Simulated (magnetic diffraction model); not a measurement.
# NaMn below its ordering temperature

Space group Pm-3m (no. 221), a = 3.4560 Å.

| site | atom | x | y | z |
| --- | --- | --- | --- | --- |
| 1b | Mn | 1/2 | 1/2 | 1/2 |
| 1a | Na | 0 | 0 | 0 |

The compound is invented for this exercise: a known structure type with other elements, its cell scaled to their sizes and not relaxed.

Only Mn is taken to order (form factors of Mn2+); orders and moment sizes are assumed, and not adapted to the symmetry. Radiation: neutrons of λ = 1.909 Å, 3° to 90°; isotropic B of 0.58 Å² (Mn) and 0.84 Å² (Na). Simulated constant-wavelength pattern: nuclear and magnetic terms add, the magnetic one as |2.695 fm × Σ f S⊥ exp(2πi Q·r) exp(−B s²)|², summed over all Q at one angle with the factor 1/(sin²θ cos θ). For collinear order S is the moment m, which repeats by lattice and centring translations R with the sign exp(−2πi k·R). Free-ion form factors, Sears's scattering lengths of 1992, no absorption; a label names one of the reflections at its angle. The strongest nuclear line in the range is 100, and lines under 0.2 are left out.

Above the ordering temperature:

```tsv
2θ (°)	index	I
32.06	(1 0 0)	100.0
57.16	(1 1 1)	45.8
76.28	(2 1 0)	86.8
```

Below it (cell unchanged):

| 2θ (°) | I |
| --- | --- |
| 15.88 | 67.4 |
| 32.06 | 100.0 |
| 35.97 | 49.3 |
| 48.95 | 22.3 |
| 57.16 | 45.8 |
| 59.72 | 7.3 |
| 69.41 | 9.2 |
| 76.28 | 86.8 |
| 78.52 | 5.9 |
| 87.33 | 2.0 |

**Question.** Check that the new lines index with k = (0 1/2 0), then choose among these models:
A. collinear moments along [010], 2.92 μB on Mn
B. collinear moments along [001], 2.92 μB on Mn
C. collinear moments along [110], 2.92 μB on Mn

The new lines index as (0 1/2 0) at 15.88°, (1 1/2 0) at 35.97°, (1 1/2 1) at 48.95° and (1 3/2 0) at 59.72°, that is as H ± k with k = (0 1/2 0), one of 3 inequivalent arms of its star (k and −k counted as one), which a powder can't tell apart. Half indices mean that the moments reverse under translations with k·R a half-integer, and the magnetic cell has twice the primitive volume.

Magnetic intensity, observed (below minus above) and for each model:

| 2θ (°) | index | observed | A | B | C |
| --- | --- | --- | --- | --- | --- |
| 15.88 | (0 1/2 0) | 67.4 | <0.2 | 134.8 | 67.4 |
| 35.97 | (1 1/2 0) | 49.3 | 56.4 | 42.3 | 49.3 |
| 48.95 | (1 1/2 1) | 22.3 | 23.4 | 21.2 | 22.3 |
| 59.72 | (1 3/2 0) | 7.3 | 3.9 | 10.7 | 7.3 |
| 69.41 | (2 1/2 0) | 9.2 | 9.7 | 8.8 | 9.2 |
| 78.52 | (2 1/2 1) | 5.9 | 7.7 | 4.2 | 5.9 |
| 87.33 | (2 3/2 0) | 2.0 | 1.6 | 2.3 | 2.0 |

Model C matches.

The structure used: k = (0 1/2 0), collinear moments along [110], 2.92 μB on Mn.

[Logs are printed without paths, hosts, clocks, repeated set-up lines and the standing remarks that a program may print on its own settings, such as how far it seeks lower states.]
